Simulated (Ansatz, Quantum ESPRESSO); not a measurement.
# Al3W (Pm-3m): zone-centre phonons, part 2 of 3

Aim: the zone-centre modes of Al3W (Pm-3m).

Quantum ESPRESSO 7.5; DFT PBE, scalar-relativistic, plane waves, PseudoDojo norm-conserving pseudopotentials.

So far. Step 2 (A probe with smearing): No gap opens on this mesh, so smearing is kept; the start stands at -3.5 GPa. Step 4 (Ground state): The cell stands at -0.017 GPa, close enough for phonons. The relaxed cell has a = 3.940 Å (conventional setting).

The structure was built from a prototype and need not be the compound's stable phase.

### Step 5. Zone-centre response

At q = 0 one unit cell holds all displacements; symmetry groups them into irreducible representations that are solved one by one. With smeared occupations no response to a homogeneous field can be asked.

The input, ph.in:

```
phonons
 &inputph
    prefix='x',
    outdir='./tmp',
    fildyn='g.dyn',
    tr2_ph=1.0d-18,
    alpha_mix(1)=0.4,
    nmix_ph=8,
 /
0.000000000000 0.000000000000 0.000000000000
```

Started as:

```sh
> OMP_NUM_THREADS=1 mpirun -n 4 ph.x -nk 4 -in ph.in > ph.out
```

What it wrote:

```text
[banners, grids, parts of the stress and lines that vanish by symmetry left out]
[banner, memory and clock lines left out]
Program PHONON v.7.5

     ./tmp/x.save/

     IMPORTANT: XC functional enforced from input :
     Exchange-correlation= PBE
                           (   1   4   3   4   0   0   0)
     Any further DFT definition will be discarded
     Please, verify this is what you really want

     G-vector sticks info

     Reading collected, re-writing distributed wavefunctions in ./tmp/

     Number and degeneracy of irreps per q-point
       N         xq(1)         xq(2)         xq(3)   N irreps
       1   0.000000000   0.000000000   0.000000000       4
        3   3   3   3

     Calculation of q =    0.0000000   0.0000000   0.0000000

     phonons

     bravais-lattice index     =            1
     lattice parameter (alat)  =       7.4453  a.u.
     unit-cell volume          =     412.7094 (a.u.)^3
     number of atoms/cell      =            4
     number of atomic types    =            2
     kinetic-energy cut-off    =      62.0000  Ry
     charge density cut-off    =     248.0000  Ry
     convergence threshold     =      1.0E-18
     beta                      =       0.4000
     number of iterations used =            8
     Exchange-correlation= PBE
                           (   1   4   3   4   0   0   0)

     celldm(1)=    7.44529  celldm(2)=    0.00000  celldm(3)=    0.00000
     celldm(4)=    0.00000  celldm(5)=    0.00000  celldm(6)=    0.00000

     crystal axes: (cart. coord. in units of alat)
               a(1) = (  1.0000  0.0000  0.0000 )
               a(2) = (  0.0000  1.0000  0.0000 )
               a(3) = (  0.0000  0.0000  1.0000 )

     reciprocal axes: (cart. coord. in units 2 pi/alat)
               b(1) = (  1.0000  0.0000  0.0000 )
               b(2) = (  0.0000  1.0000  0.0000 )
               b(3) = (  0.0000  0.0000  1.0000 )

     Atoms inside the unit cell:

     Cartesian axes

     site n.  atom      mass           positions (alat units)
        1  W     183.8400   tau(    1) = (    0.00000    0.00000    0.00000  )
        2  Al     26.9815   tau(    2) = (    0.00000    0.50000    0.50000  )
        3  Al     26.9815   tau(    3) = (    0.50000    0.00000    0.50000  )
        4  Al     26.9815   tau(    4) = (    0.50000    0.50000    0.00000  )

     Computing dynamical matrix for
                    q = (   0.0000000   0.0000000   0.0000000 )

     49 Sym.Ops. (with q -> -q+G )

     G cutoff =  348.2209  (  27201 G-vectors)     FFT grid: ( 40, 40, 40)

     number of k points=    35  Marzari-Vanderbilt smearing, width (Ry)=  0.0200
                       cart. coord. in units 2pi/alat
        k(    1) = (   0.0000000   0.0000000   0.0000000), wk =   0.0039062
        k(    2) = (   0.0000000   0.0000000   0.1250000), wk =   0.0234375
        k(    3) = (   0.0000000   0.0000000   0.2500000), wk =   0.0234375
        [... further k-points left out ...]

     PseudoPot. # 1 for W  read from file:
     ./pseudo/W.upf
     Pseudo is Norm-conserving + core correction, Zval = 14.0
     Using radial grid of 1396 points,  8 beta functions with:
                l(1) =   0
                l(2) =   0
                l(3) =   1
                l(4) =   1
                l(5) =   2
                l(6) =   2
                l(7) =   3
                l(8) =   3

     PseudoPot. # 2 for Al read from file:
     ./pseudo/Al.upf
     Pseudo is Norm-conserving + core correction, Zval =  3.0
     Using radial grid of 1876 points,  6 beta functions with:
                l(1) =   0
                l(2) =   0
                l(3) =   1
                l(4) =   1
                l(5) =   2
                l(6) =   2

     Mode symmetry, O_h (m-3m)  point group:

     Atomic displacements:
     There are    4 irreducible representations

     Representation     1      3 modes -  To be done

     Representation     2      3 modes -  To be done

     Representation     3      3 modes -  To be done

     Representation     4      3 modes -  To be done

     Alpha used in Ewald sum =   2.4000

     Representation #   1 modes #   1   2   3

     Self-consistent Calculation
      iter #   1   av.it.:   6.1
      thresh= 1.000E-02 alpha_mix =  0.400 |ddv_scf|^2 =  7.590E-08
      iter #   2   av.it.:  14.4
      thresh= 2.755E-05 alpha_mix =  0.400 |ddv_scf|^2 =  6.070E-10
      iter #   3   av.it.:  14.6
      thresh= 2.464E-06 alpha_mix =  0.400 |ddv_scf|^2 =  1.253E-10
      iter #   4   av.it.:  14.7
      thresh= 1.119E-06 alpha_mix =  0.400 |ddv_scf|^2 =  6.076E-12
      iter #   5   av.it.:  15.4
      thresh= 2.465E-07 alpha_mix =  0.400 |ddv_scf|^2 =  4.214E-14
      iter #   6   av.it.:  15.5
      thresh= 2.053E-08 alpha_mix =  0.400 |ddv_scf|^2 =  4.503E-15
      iter #   7   av.it.:  15.6
      thresh= 6.710E-09 alpha_mix =  0.400 |ddv_scf|^2 =  7.475E-17
      iter #   8   av.it.:  15.7
      thresh= 8.646E-10 alpha_mix =  0.400 |ddv_scf|^2 =  2.969E-19

     End of self-consistent calculation

     Convergence has been achieved

     Representation #   2 modes #   4   5   6

     Self-consistent Calculation
      iter #   1   av.it.:   4.8
      thresh= 1.000E-02 alpha_mix =  0.400 |ddv_scf|^2 =  1.301E-08
      iter #   2   av.it.:  14.3
      thresh= 1.141E-05 alpha_mix =  0.400 |ddv_scf|^2 =  3.880E-10
      iter #   3   av.it.:  14.2
      thresh= 1.970E-06 alpha_mix =  0.400 |ddv_scf|^2 =  1.092E-10
      iter #   4   av.it.:  14.7
      thresh= 1.045E-06 alpha_mix =  0.400 |ddv_scf|^2 =  5.439E-12
      iter #   5   av.it.:  14.6
      thresh= 2.332E-07 alpha_mix =  0.400 |ddv_scf|^2 =  3.903E-14
      iter #   6   av.it.:  15.5
      thresh= 1.976E-08 alpha_mix =  0.400 |ddv_scf|^2 =  2.563E-15
[...]
End of self-consistent calculation

     Convergence has been achieved

     Representation #   3 modes #   7   8   9

     Self-consistent Calculation
[...]
End of self-consistent calculation

     Convergence has been achieved

     Representation #   4 modes #  10  11  12

     Self-consistent Calculation
[...]
iter #   2   av.it.:  14.8
      thresh= 3.276E-06 alpha_mix =  0.400 |ddv_scf|^2 =  3.148E-10
      iter #   3   av.it.:  15.1
      thresh= 1.774E-06 alpha_mix =  0.400 |ddv_scf|^2 =  1.358E-11
      iter #   4   av.it.:  15.4
      thresh= 3.686E-07 alpha_mix =  0.400 |ddv_scf|^2 =  8.500E-13
      iter #   5   av.it.:  15.5
      thresh= 9.219E-08 alpha_mix =  0.400 |ddv_scf|^2 =  7.250E-15
      iter #   6   av.it.:  14.7
      thresh= 8.515E-09 alpha_mix =  0.400 |ddv_scf|^2 =  4.931E-16
      iter #   7   av.it.:  15.5
      thresh= 2.221E-09 alpha_mix =  0.400 |ddv_scf|^2 =  9.148E-18
      iter #   8   av.it.:  15.9
      thresh= 3.025E-10 alpha_mix =  0.400 |ddv_scf|^2 =  4.105E-20

     End of self-consistent calculation

     Convergence has been achieved

     Number of q in the star =    1
     List of q in the star:
          1   0.000000000   0.000000000   0.000000000

     Diagonalizing the dynamical matrix

     q = (    0.000000000   0.000000000   0.000000000 )

 **************************************************************************
     freq (    1) =       0.041915 [THz] =       1.398133 [cm-1]
     freq (    2) =       0.041915 [THz] =       1.398133 [cm-1]
     freq (    3) =       0.041915 [THz] =       1.398133 [cm-1]
     freq (    4) =       5.470093 [THz] =     182.462655 [cm-1]
     freq (    5) =       5.470093 [THz] =     182.462655 [cm-1]
     freq (    6) =       5.470093 [THz] =     182.462655 [cm-1]
     freq (    7) =       8.078938 [THz] =     269.484368 [cm-1]
     freq (    8) =       8.078938 [THz] =     269.484368 [cm-1]
     freq (    9) =       8.078938 [THz] =     269.484368 [cm-1]
     freq (   10) =      10.267944 [THz] =     342.501753 [cm-1]
     freq (   11) =      10.267944 [THz] =     342.501753 [cm-1]
     freq (   12) =      10.267944 [THz] =     342.501753 [cm-1]
 **************************************************************************

     Mode symmetry, O_h (m-3m)  point group:

     freq (   1-   3) =          1.4  [cm-1]   --> T_1u G_15  G_4- I
     freq (   4-   6) =        182.5  [cm-1]   --> T_1u G_15  G_4- I
     freq (   7-   9) =        269.5  [cm-1]   --> T_2u G_25  G_5-
     freq (  10-  12) =        342.5  [cm-1]   --> T_1u G_15  G_4- I
```

Elapsed: 3.9 min, on 4 MPI ranks of Arm Neoverse V2, shared host.

Read from the output:

| Property | Result |
| --- | --- |
| largest acoustic frequency at the zone centre before the sum rule | 1.4 cm⁻¹ |
| highest optical zone-centre mode (no LO-TO term) | 342.5 cm⁻¹ |
| lowest optical zone-centre mode | 182.5 cm⁻¹ |

The acoustic modes at Γ come out as far as 1.4 cm⁻¹ from zero, where they should vanish, a small numerical error.

### Step 6. Zone-centre analysis

A rigid shift of the crystal must cost nothing, but grids and finite bases break this; the acoustic sum rule is imposed before the matrix is diagonalised again.

The input, dynmat.in:

```
 &input
    fildyn='g.dyn',
    asr='simple',
    fileig='dynmat.eig',
 /
```

Started as:

```sh
> dynmat.x -in dynmat.in > dynmat.out
```

What it wrote:

```text
[banner, memory and clock lines left out]
Program DYNMAT v.7.5

     Reading Dynamical Matrix from file g.dyn
     ...Force constants read
     ...epsilon and Z* not read (not found on file)
     A direction for q was not specified:TO-LO splitting will be absent

     Polarizability (A^3 units)
     multiply by 1.000000 for Clausius-Mossotti correction
         0.000000    0.000000    0.000000
         0.000000    0.000000    0.000000
         0.000000    0.000000    0.000000

     IR activities are in (D/A)^2/amu units

# mode   [cm-1]    [THz]      IR
    1     -0.00   -0.0000    0.0000
    2      0.00    0.0000    0.0000
    3      0.00    0.0000    0.0000
    4    182.45    5.4699    0.0000
    5    182.45    5.4699    0.0000
    6    182.45    5.4699    0.0000
    7    269.48    8.0789    0.0000
    8    269.48    8.0789    0.0000
    9    269.48    8.0789    0.0000
   10    342.50   10.2678    0.0000
   11    342.50   10.2678    0.0000
   12    342.50   10.2678    0.0000

[end of the log left out, with the tail of the file of modes that dynmat.x writes under the same name]
```

Run time: 0.47 s. Hardware: 1 thread.

This step gave:

```yaml
lowest_optical_zone_centre_mode: 182.4 cm⁻¹
```

Unit eigenvectors of the mass-weighted matrix after the sum rule; no LO-TO term. Modes at Γ, with each element's share of the kinetic energy:

```
mode  frequency (cm⁻¹)  symmetry  W %  Al %
   1               0.0  acoustic   69    31
   2               0.0  acoustic   69    31
   3               0.0  acoustic   69    31
   4             182.4       T1u   29    71
   5             182.4       T1u   29    71
   6             182.4       T1u   29    71
   7             269.5       T2u    0   100
   8             269.5       T2u    0   100
   9             269.5       T2u    0   100
  10             342.5       T1u    2    98
  11             342.5       T1u    2    98
  12             342.5       T1u    2    98
```

Displacements in mode 4 (182.4 cm⁻¹), the largest set to 1:
```
W1   0.00 -0.02 -0.31
Al2  0.00  0.04  0.57
Al3  0.00  0.06  0.57
Al4  0.00  0.04  1.00
```

Displacements in mode 9 (269.5 cm⁻¹), the largest set to 1:
```
W1   0.00  0.00  0.00
Al2  0.00 -0.14  1.00
Al3 -0.16  0.00 -1.00
Al4  0.16  0.14  0.00
```

The rule moves no optical mode by more than 0.1 cm⁻¹.

### Step 7. Sum rules set otherwise: a sum rule for molecules or wires on a crystal

This rule also removes rotations, which suits wires and not a crystal; it is tried to see the harm.

The input, dynmat.in:

```
 &input
    fildyn='g.dyn',
    asr='one-dim',
    fileig='dynmat.eig',
 /
```

Started as:

```sh
> dynmat.x -in dynmat.in > dynmat.out
```

What it wrote:

```text
[banner, memory and clock lines left out]
Program DYNMAT v.7.5

     Reading Dynamical Matrix from file g.dyn
     ...Force constants read
     ...epsilon and Z* not read (not found on file)
asr rotation axis in 1D system=    3
     Acoustic Sum Rule: || Z*(ASR) - Z*(orig)|| =    0.000000E+00
     Acoustic Sum Rule: ||dyn(ASR) - dyn(orig)||=    1.544447E-01
     A direction for q was not specified:TO-LO splitting will be absent

     Polarizability (A^3 units)
     multiply by 1.000000 for Clausius-Mossotti correction
         0.000000    0.000000    0.000000
         0.000000    0.000000    0.000000
         0.000000    0.000000    0.000000

     IR activities are in (D/A)^2/amu units

# mode   [cm-1]    [THz]      IR
    1     -0.00   -0.0000    0.0000
    2     -0.00   -0.0000    0.0000
    3     -0.00   -0.0000    0.0000
    4      0.00    0.0000    0.0000
    5    182.47    5.4702    0.0000
    6    182.47    5.4702    0.0000
    7    229.16    6.8700    0.0000
    8    269.48    8.0789    0.0000
    9    269.48    8.0789    0.0000
   10    338.69   10.1536    0.0000
   11    342.50   10.2680    0.0000
   12    342.50   10.2680    0.0000

[end of the log left out, with the tail of the file of modes that dynmat.x writes under the same name]
```

It took 0.47 s on 1 thread.

The program raised no error, yet the settings are not those of a careful run.

The fault: a sum rule for molecules or wires on a crystal; 1 optical mode is projected out to zero frequency, as if it were a rotation.

For a crystal the rule has to be 'simple' or 'crystal'.

Zone-centre frequencies as printed; negative means imaginary. Modes:

```
mode  frequency (cm⁻¹)
   1                 0
   2                 0
   3                 0
   4                 0
   5             182.5
   6             182.5
   7             229.2
   8             269.5
   9             269.5
  10             338.7
  11             342.5
  12             342.5
```

### Step 8. Sum rules set otherwise (asr no)

Without the rule the raw error of the acoustic modes shows.

The input, dynmat.in:

```
 &input
    fildyn='g.dyn',
    asr='no',
    fileig='dynmat.eig',
 /
```

Started as:

```sh
> dynmat.x -in dynmat.in > dynmat.out
```

What it wrote:

```text
[banner, memory and clock lines left out]
Program DYNMAT v.7.5

     Reading Dynamical Matrix from file g.dyn
     ...Force constants read
     ...epsilon and Z* not read (not found on file)
     A direction for q was not specified:TO-LO splitting will be absent

     Polarizability (A^3 units)
     multiply by 1.000000 for Clausius-Mossotti correction
         0.000000    0.000000    0.000000
         0.000000    0.000000    0.000000
         0.000000    0.000000    0.000000

     IR activities are in (D/A)^2/amu units

# mode   [cm-1]    [THz]      IR
    1      1.40    0.0419    0.0000
    2      1.40    0.0419    0.0000
    3      1.40    0.0419    0.0000
    4    182.46    5.4701    0.0000
    5    182.46    5.4701    0.0000
    6    182.46    5.4701    0.0000
    7    269.48    8.0789    0.0000
    8    269.48    8.0789    0.0000
    9    269.48    8.0789    0.0000
   10    342.50   10.2679    0.0000
   11    342.50   10.2679    0.0000
   12    342.50   10.2679    0.0000

[end of the log left out, with the tail of the file of modes that dynmat.x writes under the same name]
```

Wall time 0.47 s (1 thread).

Numbers from this step:

- lowest optical zone-centre mode: 182.5 cm⁻¹

Zone-centre frequencies as printed; negative means imaginary. Modes:

```
mode  frequency (cm⁻¹)
   1               1.4
   2               1.4
   3               1.4
   4             182.5
   5             182.5
   6             182.5
   7             269.5
   8             269.5
   9             269.5
  10             342.5
  11             342.5
  12             342.5
```

Against the first rule no mode moves by more than 1.5 cm⁻¹.

(Continued in part 3 of 3.)

[Host names and launcher messages were left out of these logs when they were recorded.]

[Logs are printed without paths, hosts, clocks, repeated set-up lines and the standing remarks that a program may print on its own settings, such as how far it seeks lower states.]

[Hosts, paths, dates, database ids (printed as entryN), source tags and the programs' standing remarks are cut or masked in the printed files.]
